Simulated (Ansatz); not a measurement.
# SiC (P6_3mc): converging the G0W0 gap, part 2 of 2

How do accuracy and time trade against each other in G0W0 on SiC (P6_3mc)?

Ansatz 0.2.0; G0W0 on PBE, plane waves, PAW. Known limits of the many-body steps: not at the basis limit.

So far. Step 2 (216 empty bands, screening to 110 eV): The gap on the mesh goes from 2.34 eV to 3.11 eV, a correction of +0.77 eV. Between the two edge states, bare exchange in place of the xc potential would open the gap by 6.92 eV, and correlation takes back 6.15 eV. Step 3 (490 empty bands, screening to 190 eV): Against the run with 9×9×2 mesh, 216 empty bands, screening to 110 eV, hard PAW files, the gap moves by +0.15 eV.

## 4. 831 empty bands, screening to 270 eV

input.yaml

```yaml
crystal:
  lattice:
    - [3.0756941497, 0.0, 0.0]
    - [-1.5378470748, 2.6636292679, 0.0]
    - [0.0, 0.0, 10.07064648]
  atoms:
    - { symbol: Si, position: [0.66666667, 0.33333333, 0.93784198] }
    - { symbol: Si, position: [0.33333333, 0.66666667, 0.43784198] }
    - { symbol: Si, position: [0.0, 0.0, 0.68789438] }
    - { symbol: Si, position: [0.0, 0.0, 0.18789438] }
    - { symbol: C, position: [0.66666667, 0.33333333, 0.74980259] }
    - { symbol: C, position: [0.33333333, 0.66666667, 0.24980259] }
    - { symbol: C, position: [0.0, 0.0, 0.50046005] }
    - { symbol: C, position: [0.0, 0.0, 0.00046005] }
kpoints:
  mp_grid: { grid: [9, 9, 2] }
hamiltonian:
  xc: pbe
  pseudopotentials: { kind: paw, source: ansatz }
scf:
  occupations: { method: fixed }
gw:
  n_empty_bands: 831
  ecut_chi: 270.0
  qp_bands: [v2, c2]
  qp_kpoints: band_edges
  screening: { model: contour_deformation }
```

On the command line:

```console
$ ansatz run input.yaml --threads 3 --pin off --max-ram 92160MiB --backend cuda --events-out ev --progress --plain --runs-dir out --devices 1 --max-vram 13GiB  # rebuilt from the run's record
```

Numbers of over 12 decimals in the logs are rounded to 6 here.

The program printed:

```text
GPUs: using 1 of 1 available (devices: 1).
[...]
GPU FFT provider: cuFFT
GPU libraries: cuBLAS 13.8.2, cuFFT 12.4.0, cuSOLVER 12.3.4
Crystal: 8 atoms, lattice volume = 82.504 Å³
Basis set: ecut = 820 eV, 4373 PW (Γ)
Bands: 24, of which v1, the nominal top of the filled ones, is band 16 counted from 1 (15 counted from 0)
Symmetry: 12 space group operations
[...]
k-points: 24 of 162
[...]
1    18     14.9302    -9.0633    -5.0063   -14.4467  0.8013    15.3084    15.3073  root
[...]
23    15      7.1584   -18.3152     2.4467   -14.9189  0.7758     6.1990     6.2088  root
    23    16      7.1584   -18.3152     2.4467   -14.9189  0.7758     6.1990     6.2088  root
    23    17     12.8569    -6.7543    -4.4251   -11.4219  0.8155    13.0997    13.0993  root
    23    18     12.8569    -6.7543    -4.4251   -11.4219  0.8155    13.0997    13.0993  root
[key lines of the parts left out:]
SCF converged after 9 iterations
Free energy (F): -3548.284260 eV
Fermi energy:    9.614807 eV
```

Run time: 1.9 min. Hardware: 1 × NVIDIA H100 80GB HBM3 (shared by 6 runs) with 3 threads of AMD EPYC 7R13 (Zen 3), shared host; peak memory 5.1 GiB.

Numbers from this step:

```
bands summed                                 : 847
RPA ε∞ on this mesh (eigenvalues)            : 6.644, 6.644, 6.925
plane waves in the screening matrix          : 813
G0W0 gap on the mesh                         : 3.318 eV
k of the valence top                         : 0, 0, 0
k of the conduction bottom                   : 0, 0.4444, 0
starting gap on the mesh                     : 2.340 eV
least direct G0W0 gap on the computed points : 4.507 eV
```

Against the run with 9×9×2 mesh, 490 empty bands, screening to 190 eV, hard PAW files, the gap moves by +0.06 eV.

## 5. Changing the k mesh: 12×12×4 mesh, 216 empty bands, screening to 110 eV, hard PAW files

Only the mesh changes. It samples the long-range screening, which converges on its own terms. Bands and cutoff differ from the step before, so it is read against an earlier run that matches them.

input.yaml, as its differences from that of step 4:

```diff
@@ -15,3 +15,3 @@
 kpoints:
-  mp_grid: { grid: [9, 9, 2] }
+  mp_grid: { grid: [12, 12, 4] }
 hamiltonian:
@@ -22,4 +22,4 @@
 gw:
-  n_empty_bands: 831
-  ecut_chi: 270.0
+  n_empty_bands: 216
+  ecut_chi: 110.0
   qp_bands: [v2, c2]
```

The program printed:

```text
GPUs: using 1 of 1 available (devices: 1).
[...]
GPU FFT provider: cuFFT
GPU libraries: cuBLAS 13.8.2, cuFFT 12.4.0, cuSOLVER 12.3.4
Crystal: 8 atoms, lattice volume = 82.504 Å³
Basis set: ecut = 820 eV, 4373 PW (Γ)
Bands: 24, of which v1, the nominal top of the filled ones, is band 16 counted from 1 (15 counted from 0)
Symmetry: 12 space group operations
[...]
k-points: 57 of 576 (time reversal used)
[...]
1    18     15.1514    -9.0078    -4.7800   -14.4359  0.8018    15.8031    15.7995  root
[...]
56    15      7.1583   -18.2970     2.7455   -14.9190  0.7783     6.5216     6.5258  root
    56    16      7.1583   -18.2970     2.7455   -14.9190  0.7783     6.5216     6.5258  root
    56    17     12.8568    -6.7731    -4.2276   -11.4220  0.8167    13.2793    13.2781  root
    56    18     12.8568    -6.7731    -4.2276   -11.4220  0.8167    13.2793    13.2781  root
[key lines of the parts left out:]
SCF converged after 9 iterations
Free energy (F): -3548.285643 eV
Fermi energy:    9.614467 eV
```

Elapsed: 3.9 min, on 1 × NVIDIA H100 80GB HBM3 (shared by 6 runs) with 3 threads; peak memory 2.7 GiB.

Numbers from this step:

```
bands summed                                 : 232
RPA ε∞ on this mesh (eigenvalues)            : 6.606, 6.606, 6.898
plane waves in the screening matrix          : 227
G0W0 gap on the mesh                         : 2.992 eV
k of the valence top                         : 0, 0, 0
k of the conduction bottom                   : 0, -0.5, 0
starting gap on the mesh                     : 2.227 eV
least direct G0W0 gap on the computed points : 4.250 eV
```

Against the run with 9×9×2 mesh, 216 empty bands, screening to 110 eV, hard PAW files, the gap moves by −0.12 eV, while the start moved by −0.11 eV. A band edge is found at another k point on this mesh.

## 6. Side by side

Times are wall times on 1 × NVIDIA H100 80GB HBM3 (shared by 6 runs) with 3 threads of AMD EPYC 7R13 (Zen 3), shared host, good to a factor of about two.

| mesh | files | frequency | bands summed | cutoff (eV) | start (eV) | G0W0 (eV) | time | host memory (GiB) |
| --- | --- | --- | --- | --- | --- | --- | --- | --- |
| 9×9×2 | hard PAW | contour deformation | 232 | 110 | 2.340 | 3.112 | 33 s | 1.7 |
| 9×9×2 | hard PAW | contour deformation | 506 | 190 | 2.340 | 3.260 | 64 s | 2.9 |
| 9×9×2 | hard PAW | contour deformation | 847 | 270 | 2.340 | 3.318 | 1.9 min | 5.1 |
| 12×12×4 | hard PAW | contour deformation | 232 | 110 | 2.227 | 2.992 | 3.9 min | 2.7 |

How the two edges are built up, in eV (the quasiparticle level is the starting level plus Σx plus Σc less Vxc):

| run | edge | start | Σx | Σc | Vxc | Z | QP |
| --- | --- | --- | --- | --- | --- | --- | --- |
| 232 bands | valence top | 9.61 | -18.25 | 2.12 | -15.75 | 0.79 | 9.24 |
| 232 bands | conduction bottom | 11.95 | -7.41 | -4.02 | -11.82 | 0.82 | 12.35 |
| 506 bands | valence top | 9.61 | -18.25 | 1.83 | -15.75 | 0.79 | 8.94 |
| 506 bands | conduction bottom | 11.95 | -7.41 | -4.17 | -11.82 | 0.81 | 12.20 |
| 847 bands | valence top | 9.61 | -18.25 | 1.72 | -15.75 | 0.79 | 8.83 |
| 847 bands | conduction bottom | 11.95 | -7.41 | -4.22 | -11.82 | 0.81 | 12.15 |

## 7. Results

| Item | Value |
| --- | --- |
| 232 bands, 110 eV | 3.112 eV |
| 506 bands, 190 eV | 3.260 eV |
| 847 bands, 270 eV | 3.318 eV |
| estimated limit in bands and cutoff | 3.40 eV |
| mesh and start | 9×9×2, PBE |

What this shows: A line in one over the bands through the two highest rungs gives 3.40 eV, +0.09 eV from the top rung; the pair below gives 3.39 eV, in fair agreement. The rungs stand 0.29 eV (232 bands), 0.14 eV (506 bands) and 0.09 eV (847 bands) from it. From 232 to 847 bands the gap moves by +0.21 eV while the time grows 3.4-fold. Σc changes by −0.40 eV at the valence top and −0.20 eV at the conduction bottom, so the valence edge carries most of the change. On the 12×12×4 mesh in place of 9×9×2 the gap differs by −0.12 eV, of which −0.11 eV is already in the start. The cheapest rung within 0.1 eV of this estimate is that with 847 bands (1.9 min). The 9×9×2 mesh misses a band edge: on 12×12×4 the PBE gap is 2.23 eV, so these values are not the fundamental gap, which lies some 0.11 eV lower.

[Paths, hosts, dates, memory and timing lines, banners, echoed tables and standing remarks are left out of the program output.]

[Logs are printed without paths, hosts, clocks, repeated set-up lines and the standing remarks that a program may print on its own settings, such as how far it seeks lower states.]

[Runs of the session that timed out or met a known fault of the program may be left out.]

[Cells called generated may have been cut or substituted from an entry of the Crystallography Open Database or the Materials Project.]

[Hosts, paths, dates, database ids (printed as entryN), source tags and the programs' standing remarks are cut or masked in the printed files.]
